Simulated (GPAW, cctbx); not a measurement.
# TlCuAg2Br6: what bonding does to one electron reflection, worked out

TlCuAg2Br6, Fm-3m (no. 225), a = 10.7270 Å, b = 10.7270 Å, c = 10.7270 Å, α = 90.00°, β = 90.00°, γ = 90.00°.

| atom | mult. | x | y | z |
| --- | --- | --- | --- | --- |
| Tl1 | 4 | 0 | 0 | 0 |
| Ag1 | 8 | 1/4 | 3/4 | 3/4 |
| Br1 | 24 | 0 | 0 | 0.7358 |
| Cu1 | 4 | 1/2 | 0 | 0 |

The cell comes from substitution in a known structure type and wasn't matched to any measured phase.

A DFT run (GPAW, PBE, 450 eV, 3×3×3 k-points, Fermi–Dirac width 0.05 eV) gives the static X-ray structure factor of 020 as 330.991 e for the conventional cell; superposed free atoms give 329.546 e. **Problem.** Find the Fourier component V of the crystal potential and the two-beam extinction distance at 120 kV in both cases.

## 1. Geometry

The cell volume is Ω = 1234.36 Å³ and d(020) = 5.3635 Å, so g = 1/d = 0.1864 Å⁻¹.

## 2. The nuclei

Electrons feel nuclei as well as electrons, so the nuclear charges are summed with the same phases.

Phase sums Σ exp(2πi h·x), turned so that the total is real and positive: Tl +4.000, Ag -8.000, Br +8.126, Cu +4.000. Then F_Z = 81 × (+4.000) + 47 × (-8.000) + 35 × (+8.126) + 29 × (+4.000) = 348.42 e. The electron term has the same sign for this reflection.

## 3. Mott–Bethe

Poisson's equation, term by term, gives V = (e/4πε₀)(F_Z − F)/(πΩg²), with e/4πε₀ = 14.3996 V Å.

The prefactor is 14.3996 × 5.3635²/(π × 1234.36) = 0.10682 V per electron. Free atoms: (348.42 − 329.546) × 0.10682 = 2.017 V. Crystal: (348.42 − 330.991) × 0.10682 = 1.862 V. F changes by +0.44 % and V by -7.7 %: the same 1.44 e is measured against F_Z − F = 18.9 e in place of F = 329.5 e.

## 4. Extinction distance

In the two-beam case ξ = 1/(λU) with U = 2γm₀eV/h², that is ξ = 150.41 V Å²/(γλV).

At 120 kV, λ = 0.03349 Å and γ = 1.2348. Free atoms: ξ = 1803 Å. Crystal: ξ = 1953 Å. The thickness fringes go as sin²(πt/ξ), so the two patterns slip by a quarter of a period when t|1/ξ₁ − 1/ξ₀| = 1/4, at t ≈ 589 nm. Thermal motion, absorption and many-beam coupling, left out here, change a real pattern.

## 5. Answer

V(020) is 1.86 V against 2.02 V, and ξ is 1953 against 1803 Å. Limits: static atoms, two beams; no Hubbard U on Cu.
